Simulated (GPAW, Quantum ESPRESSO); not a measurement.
# Near-edge structure at the B K edge of BN (P6_3/mmc), part 4 of 6

Aim: the B K edge of BN (P6_3/mmc) by two routes, a Lanczos recursion (XSpectra) and a sum over empty bands (GPAW), to see which features are robust.

Quantum ESPRESSO 7.5 and GPAW 26.7.0; core-hole supercells, plane-wave PAW PBE.

So far. Step 8 (Spectrum with FCH, B atom 3 (Quantum ESPRESSO)): The hole costs E(hole) − E(ground) = 188.32 eV, and the lowest empty level of the hole cell lies at 7.02 eV, which puts the zero at 195.34 eV. One term is added: -5.59 eV, since the hole is spin-paired here and a spin-polarised one costs that much less in the free atom (computed apart). The photon energy is then 189.75 eV. The functional and the charged cell's background leave an error of a few eV in such absolute values.

The database entry behind the starting cell differs from later determinations by our own check (about 0.3 % short, minor phase), so it need not match the best structure at ambient conditions.

### Step 12. The field without a hole (GPAW)

Level of this step: plane-wave PAW DFT, PBE, self-consistent field (GPAW).

The second program starts from its own ground state, on the same cell and functional.

Input file scf.py:

```python
import numpy as np
from ase import Atoms
from ase.parallel import parprint, paropen
from gpaw import GPAW, PW, FermiDirac, Mixer, MixerDif, setup_paths
from gpaw.test import gen
setup_paths.insert(0, '.')
gen('B', name='nch1s', xcname='PBE', corehole=(1, 0, 0), write_xml=True)
from gpaw.mpi import world
world.barrier()

atoms = Atoms('N2B2',
    cell=[[2.49824, 0, 0],
     [-1.24912, 2.1635393, 0],
     [0, 0, 6.6357]],
    scaled_positions=[[0.66666667, 0.33333333, 0.25],
     [0.33333333, 0.66666667, 0.75],
     [0.66666667, 0.33333333, 0.75],
     [0.33333333, 0.66666667, 0.25]],
    pbc=True)
atoms.calc = calc = GPAW(legacy_gpaw=True, mode=PW(500, force_complex_dtype=True), xc='PBE', setups={2: 'nch1s'},
    kpts={'size': (11, 11, 4), 'gamma': True}, occupations=FermiDirac(0.05),
    charge=0, mixer=Mixer(0.1, 5, 50), maxiter=150,
    convergence={'density': 0.0001, 'eigenstates': 1e-6}, txt='scf.txt')
energy = atoms.get_potential_energy() + calc.get_reference_energy()
ef = calc.get_fermi_level()
out = dict(energy=energy, fermi=ef, forces=atoms.get_forces().tolist())
parprint(f'all-electron energy {energy:.4f} eV, Fermi level {ef:.4f} eV')
ev = np.array([[calc.get_eigenvalues(k, s) for k in range(len(calc.get_ibz_k_points()))] for s in range(calc.get_number_of_spins())])
out['homo'], out['lumo'], out['counts'] = ev[ev < ef].max(), ev[ev > ef].min(), sorted(set((ev < ef).sum((0, 2)).tolist()))
out['filled'] = (ev[:, 0] < ef).sum(1).tolist()
import json
with paropen('out.json', 'w') as f:
    json.dump(out, f)
```

The run is started by

```sh
OMP_NUM_THREADS=1 mpirun -n 4 gpaw python scf.py
```

Numbers of over 12 decimals in the logs are rounded to 6 here.

The log of the run:

```text
Input parameters:
  convergence: {density: 0.0001,
                eigenstates: 1e-06}
  kpts: {gamma: True,
         size: (11, 11, 4)}
  maxiter: 150
  mixer: {backend: pulay,
          beta: 0.1,
          method: separate,
          nmaxold: 5,
          weight: 50}
  mode: {ecut: 500.0,
         force_complex_dtype: True,
         name: pw}
  occupations: {fixmagmom: False,
                name: fermi-dirac,
[...]
--------------------------------
2s(2) :    -0.347030     1.005232
*s    :     0.652970
2p(1) :    -0.132526     0.982729
*p    :     0.867474
*d    :     0.000000
--------------------------------

Diagonalizing with gridspacing h=0.050

state   all-electron     PAW
-------------------------------
2s:      -0.347030    -0.347449
2p:      -0.132526    -0.132867
*d:                    0.040435
*f:                    0.071313
-------------------------------
all-electron energy -4336.4125 eV, Fermi level 5.2353 eV
[key lines of the parts left out:]
Converged after 12 iterations.
Dipole moment: (0.000000, -0.000000, -0.000000) |e|*Ang
Free energy:    -33.990332
Fermi level: 5.23525
```

Elapsed: 9.9 s, on 4 MPI ranks of Arm Neoverse V1, shared host; peak memory 0.18 GiB.

The mesh shows a gap of 4.32 eV, so the hole is first treated in a charged cell, without the excited electron.

### Step 13. Spectrum without a core hole, B atom 3 (GPAW)

Without a hole the spectrum is the empty density of states of the right symmetry on the absorber, weighted by matrix elements. It needs only the small cell and serves as the baseline. The data set with a hole of occupation 0 only carries the core orbital.

Input file xas.py:

```python
import numpy as np
from ase import Atoms
from ase.parallel import parprint, paropen
from gpaw import GPAW, PW, FermiDirac, Mixer, MixerDif, setup_paths
from gpaw.test import gen
setup_paths.insert(0, '.')
gen('B', name='nch1s', xcname='PBE', corehole=(1, 0, 0), write_xml=True)
from gpaw.mpi import world
world.barrier()

atoms = Atoms('N2B2',
    cell=[[2.49824, 0, 0],
     [-1.24912, 2.1635393, 0],
     [0, 0, 6.6357]],
    scaled_positions=[[0.66666667, 0.33333333, 0.25],
     [0.33333333, 0.66666667, 0.75],
     [0.66666667, 0.33333333, 0.75],
     [0.33333333, 0.66666667, 0.25]],
    pbc=True)
atoms.calc = calc = GPAW(legacy_gpaw=True, mode=PW(500, force_complex_dtype=True), xc='PBE', setups={2: 'nch1s'},
    kpts={'size': (11, 11, 4), 'gamma': True}, occupations=FermiDirac(0.02),
    charge=0, mixer=Mixer(0.1, 5, 50), maxiter=150,
    convergence={'density': 0.0001, 'eigenstates': 1e-6}, txt='scf.txt')
energy = atoms.get_potential_energy() + calc.get_reference_energy()
ef = calc.get_fermi_level()
out = dict(energy=energy, fermi=ef, forces=atoms.get_forces().tolist())
parprint(f'all-electron energy {energy:.4f} eV, Fermi level {ef:.4f} eV')
ev = np.array([[calc.get_eigenvalues(k, s) for k in range(len(calc.get_ibz_k_points()))] for s in range(calc.get_number_of_spins())])
out['homo'], out['lumo'], out['counts'] = ev[ev < ef].max(), ev[ev > ef].min(), sorted(set((ev < ef).sum((0, 2)).tolist()))
out['filled'] = (ev[:, 0] < ef).sum(1).tolist()

from ase.units import Ha
from gpaw.xas import dipole_matrix_elements
nb = int(calc.get_number_of_electrons() / 2) + 25
top = nb
nscf = calc.fixed_density(kpts={'size': (10, 10, 4), 'gamma': True},
    convergence={'eigenstates': 1.0}, txt='nscf.txt')
nscf.diagonalize_full_hamiltonian(nbands=nb)
cell = atoms.cell.array
ops = [cell.T @ U.T @ np.linalg.inv(cell.T) for U in nscf.wfs.kd.symmetry.op_scc]
filled = [8]  # bands filled in the ground state, by spin
E = np.arange(-25, 34, 0.1)
fwhm = np.interp(E, [4, 25], [0.9, 3.5])
Y, X, zero, highest = 0, 0, 1e9, 1e9
for spin in range(nscf.get_number_of_spins()):
    wfs = nscf.wfs
    mine = wfs.bd.get_slice()  # this rank's bands
    A = dipole_matrix_elements(wfs.setups[2])
    eps = np.zeros((wfs.kd.nibzkpts, nb))
    d = np.zeros((3, A.shape[1], wfs.kd.nibzkpts, nb), complex)
    for kpt in wfs.kpt_u:
        if kpt.s == spin and 2 in kpt.P_ani:
            eps[kpt.k, mine] = kpt.eps_n * Ha
            d[:, :, kpt.k, mine] = (kpt.weight * wfs.nspins / 2) ** 0.5 * np.inner(A, kpt.P_ani[2])
    world.sum(eps)
    world.sum(d)
    T = np.einsum('amkn,bmkn->abkn', d, d.conj()).real
    T = sum(np.einsum('ai,ijkn,bj->abkn', R, T, R) for R in ops) / len(ops)
    empty = np.ones_like(eps, bool) & (np.arange(nb) >= filled[spin])
    zero, highest = min(zero, eps[empty].min()), min(highest, eps[:, top - 1].min())
    lines = [(eps, T, empty)] if spin == 0 else lines + [(eps, T, empty)]
for eps, T, empty in lines:
    f = np.einsum('aakn->akn', T).reshape(3, -1)
    x = eps.ravel() - zero
    w = np.interp(x, E, fwhm) / 2.35482
    g = np.exp(-0.5 * ((E[:, None] - x) / w) ** 2) / (w * (2 * np.pi) ** 0.5)
    Y = Y + (f * empty.ravel()) @ g.T
    X = X + (f * ~empty.ravel()) @ g.T
out.update(E=E.round(2).tolist(), xas=Y.tolist(), xes=X.tolist(), zero=zero, valid=highest - zero, nk=len(eps), nb=nb)
for i in range(0, len(E), 10):
    parprint(f'{E[i]:7.2f}', *(f'{v:10.3e}' for v in Y[:, i]))
import json
with paropen('out.json', 'w') as f:
    json.dump(out, f)
```

The run is started by

```sh
OMP_NUM_THREADS=1 mpirun -n 4 gpaw python xas.py
```

The log of the run:

```text
Input parameters:
  convergence: {density: 0.0001,
                eigenstates: 1e-06}
  kpts: {gamma: True,
         size: (11, 11, 4)}
  maxiter: 150
  mixer: {backend: pulay,
          beta: 0.1,
          method: separate,
          nmaxold: 5,
          weight: 50}
  mode: {ecut: 500.0,
         force_complex_dtype: True,
         name: pw}
  occupations: {fixmagmom: False,
                name: fermi-dirac,
[...]
*p    :     0.867474
*d    :     0.000000
--------------------------------

Diagonalizing with gridspacing h=0.050

state   all-electron     PAW
-------------------------------
2s:      -0.347030    -0.347449
2p:      -0.132526    -0.132867
*d:                    0.040435
*f:                    0.071313
-------------------------------
all-electron energy -4336.4125 eV, Fermi level 4.7353 eV
[...]
32.00  1.196e-04  1.196e-04  5.278e-04
  33.00  1.084e-04  1.084e-04  4.076e-04
[key lines of the parts left out:]
Converged after 12 iterations.
Dipole moment: (0.000000, -0.000000, -0.000000) |e|*Ang
Free energy:    -33.990332
Fermi level: 4.73525
```

Run time: 1.7 min. Hardware: 4 MPI ranks; peak memory 0.3 GiB.

The B K spectrum, B atom 3, no core hole (energy from the lowest empty level; intensity scaled to a mean of 1 over the first 20 eV; polarised curves are means over the symmetry-equivalent atoms):

```csv
E (eV),isotropic,ε ⊥ c,ε ∥ c
-2.0,0.00,0.00,0.00
-1.0,0.00,0.00,0.01
0.0,0.52,0.00,1.57
1.0,1.47,0.00,4.41
2.0,0.79,0.00,2.36
3.0,0.62,0.01,1.83
4.0,0.28,0.02,0.81
5.0,0.42,0.12,1.04
6.0,0.68,0.60,0.83
7.0,1.57,1.80,1.11
8.0,1.67,1.84,1.31
9.0,1.10,1.06,1.18
10.0,1.00,1.02,0.98
11.0,1.31,1.29,1.34
12.0,1.20,1.13,1.34
13.0,1.17,1.34,0.83
14.0,1.10,1.33,0.65
15.0,1.03,1.24,0.61
16.0,1.17,1.47,0.58
17.0,1.15,1.44,0.56
18.0,0.84,1.00,0.54
19.0,0.62,0.67,0.53
20.0,0.65,0.72,0.51
21.0,0.93,1.14,0.50
22.0,1.36,1.78,0.52
23.0,1.69,2.25,0.55
24.0,1.67,2.24,0.54
25.0,1.38,1.80,0.52
26.0,1.01,1.26,0.53
27.0,0.73,0.79,0.61
28.0,0.56,0.46,0.76
29.0,0.51,0.30,0.91
30.0,0.52,0.25,1.05
```

Main maxima below 24 eV (height): 0.9 eV (1.48), 7.5 eV (1.77), 11.2 eV (1.32), 16.4 eV (1.21) and 23.5 eV (1.73). A K edge sees empty p states; at this planar three-fold site the curve for the electric vector normal to the plane peaks at 0.9 eV, where it is mainly π* that absorbs: that direction carries over 70 % of the weight there.

The same matrix elements for filled bands give the B K emission of B atom 3 (ground-state approximation; energy from the lowest empty level, largest value 1):

```csv
E (eV),emission
-24.00,0.00
-23.25,0.00
-22.50,0.00
-21.75,0.02
-21.00,0.07
-20.25,0.13
-19.50,0.28
-18.75,0.35
-18.00,0.06
-17.25,0.00
-16.50,0.00
-15.75,0.00
-15.00,0.00
-14.25,0.00
-13.50,0.04
-12.75,0.24
-12.00,0.30
-11.25,0.21
-10.50,0.31
-9.75,0.51
-9.00,0.78
-8.25,0.98
-7.50,0.79
-6.75,0.59
-6.00,0.47
-5.25,0.22
-4.50,0.06
-3.75,0.00
-3.00,0.00
-2.25,0.00
-1.50,0.00
-0.75,0.00
0.00,0.00
0.75,0.00
1.50,0.00
2.25,0.00
3.00,0.00
```

Emission maxima: -19.0 eV (0.39), -12.2 eV (0.33) and -8.4 eV (1.00).

### Step 14. Supercell without a hole, the energy reference (GPAW)

Total energies of two programs can't be mixed, so the cell and mesh of GPAW's hole run get a reference energy of their own.

Changes to scf.py since step 12:

```diff
@@ -10,13 +10,37 @@
 
-atoms = Atoms('N2B2',
-    cell=[[2.49824, 0, 0],
-     [-1.24912, 2.1635393, 0],
+atoms = Atoms('N14B14',
+    cell=[[6.2456, 2.1635393, 0],
+     [-4.99648, 4.32707861, 0],
      [0, 0, 6.6357]],
-    scaled_positions=[[0.66666667, 0.33333333, 0.25],
+    scaled_positions=[[0.23809524, 0.04761905, 0.25],
+     [0.38095238, 0.47619048, 0.25],
+     [0.52380952, 0.9047619, 0.25],
+     [0.66666667, 0.33333333, 0.25],
+     [0.80952381, 0.76190476, 0.25],
+     [0.95238095, 0.19047619, 0.25],
+     [0.0952381, 0.61904762, 0.25],
+     [0.19047619, 0.23809524, 0.75],
      [0.33333333, 0.66666667, 0.75],
+     [0.47619048, 0.0952381, 0.75],
+     [0.61904762, 0.52380952, 0.75],
+     [0.76190476, 0.95238095, 0.75],
+     [0.9047619, 0.38095238, 0.75],
+     [0.04761905, 0.80952381, 0.75],
+     [0.23809524, 0.04761905, 0.75],
+     [0.38095238, 0.47619048, 0.75],
+     [0.52380952, 0.9047619, 0.75],
      [0.66666667, 0.33333333, 0.75],
-     [0.33333333, 0.66666667, 0.25]],
+     [0.80952381, 0.76190476, 0.75],
+     [0.95238095, 0.19047619, 0.75],
+     [0.0952381, 0.61904762, 0.75],
+     [0.19047619, 0.23809524, 0.25],
+     [0.33333333, 0.66666667, 0.25],
+     [0.47619048, 0.0952381, 0.25],
+     [0.61904762, 0.52380952, 0.25],
+     [0.76190476, 0.95238095, 0.25],
+     [0.9047619, 0.38095238, 0.25],
+     [0.04761905, 0.80952381, 0.25]],
     pbc=True)
-atoms.calc = calc = GPAW(legacy_gpaw=True, mode=PW(500, force_complex_dtype=True), xc='PBE', setups={2: 'nch1s'},
-    kpts={'size': (11, 11, 4), 'gamma': True}, occupations=FermiDirac(0.05),
+atoms.calc = calc = GPAW(legacy_gpaw=True, mode=PW(500, force_complex_dtype=True), xc='PBE', setups={14: 'nch1s'},
+    kpts={'size': (3, 3, 3), 'gamma': True}, occupations=FermiDirac(0.02),
     charge=0, mixer=Mixer(0.1, 5, 50), maxiter=150,
```

The run is started by

```sh
OMP_NUM_THREADS=1 mpirun -n 4 gpaw python scf.py
```

The log of the run:

```text
Input parameters:
  convergence: {density: 0.0001,
                eigenstates: 1e-06}
  kpts: {gamma: True,
         size: (3, 3, 3)}
  maxiter: 150
  mixer: {backend: pulay,
          beta: 0.1,
          method: separate,
          nmaxold: 5,
          weight: 50}
  mode: {ecut: 500.0,
         force_complex_dtype: True,
         name: pw}
  occupations: {fixmagmom: False,
                name: fermi-dirac,
[...]
--------------------------------
2s(2) :    -0.347030     1.005232
*s    :     0.652970
2p(1) :    -0.132526     0.982729
*p    :     0.867474
*d    :     0.000000
--------------------------------

Diagonalizing with gridspacing h=0.050

state   all-electron     PAW
-------------------------------
2s:      -0.347030    -0.347449
2p:      -0.132526    -0.132867
*d:                    0.040435
*f:                    0.071313
-------------------------------
all-electron energy -30354.8979 eV, Fermi level 4.8214 eV
[key lines of the parts left out:]
Converged after 16 iterations.
Dipole moment: (-0.000002, -0.000008, 0.000000) |e|*Ang
Free energy:   -237.942792
Fermi level: 4.82141
```

Elapsed: 80 s, on 4 MPI ranks; peak memory 0.39 GiB; 5.3 min of CPU time.

Reference energy: -30354.898 eV with the cores included.

(Continued in part 5 of 6.)

[Banner, clock and machine lines of the logs are left out without a mark of their own.]

[Logs are printed without paths, hosts, clocks, repeated set-up lines and the standing remarks that a program may print on its own settings, such as how far it seeks lower states.]

[Hosts, paths, dates, database ids (printed as entryN), source tags and the programs' standing remarks are cut or masked in the printed files.]

[Lists of maxima count a maximum above −3 eV only where it reaches 4 % of the highest in the window and stands out from its surroundings by 2 % of it (1.5 % where it reaches 55 %); shoulders and weaker maxima are passed over, and of the rest the first, up to two pre-edge ones and the few strongest are named.]
